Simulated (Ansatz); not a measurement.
The compound is BaAgO3 (cubic perovskite) (Pm-3m).

The structure was built from a prototype and need not be the compound's stable phase.

```
Ba Ag O
1.0
     0.00000   -4.04181    0.00000
     0.00000    0.00000    4.04181
    -4.04181    0.00000    0.00000
Ba Ag O
1 1 3
Cartesian
  0.0000 0.0000 0.0000
  -2.0209 -2.0209 2.0209
  0.0000 -2.0209 2.0209
  -2.0209 -2.0209 0.0000
  -2.0209 0.0000 2.0209
```

The structure was relaxed with LDA. The structure type comes from a generator and need not be one that this composition takes. The structure was generated from a model, not taken from a measurement. The runs that relaxed it are not among those shown. The program's search for lower electronic states was switched off, so nothing shows that the state found is the lowest. Spin-orbit coupling is left out unless a run names it. PAW set soft_2, made with PBE.

A constrained-RPA run (Ansatz 0.2.0; non-magnetic LDA; Ag d + anion p, bands v13 to c1, 4×4×4 mesh, medium accuracy) builds 14 functions on bands 11 eV wide, with 25.0 electrons in the window. The bare on-site interaction is 19.5 eV and the bare J 0.75 eV.

Estimate U, U′ and J.

On the Ag d shell, U = 8.56 eV (44 % of the bare value), U′ = 7.37 eV, J = 0.59 eV.

The parent state is non-magnetic and the interaction static (zero frequency); U depends on the window and the orbitals, so it belongs to this model alone. A window that holds the anion p bands defines a model with explicit ligands; its U belongs to that model and is not the U of DFT+U.

[Paths, hosts, dates, memory and timing lines, banners, echoed tables and standing remarks are left out of the program output.]

[Logs are printed without paths, hosts, clocks, repeated set-up lines and the standing remarks that a program may print on its own settings, such as how far it seeks lower states.]

[Runs of the session that timed out or met a known fault of the program may be left out.]

[Hosts, paths, dates, database ids (printed as entryN), source tags and the programs' standing remarks are cut or masked in the printed files.]
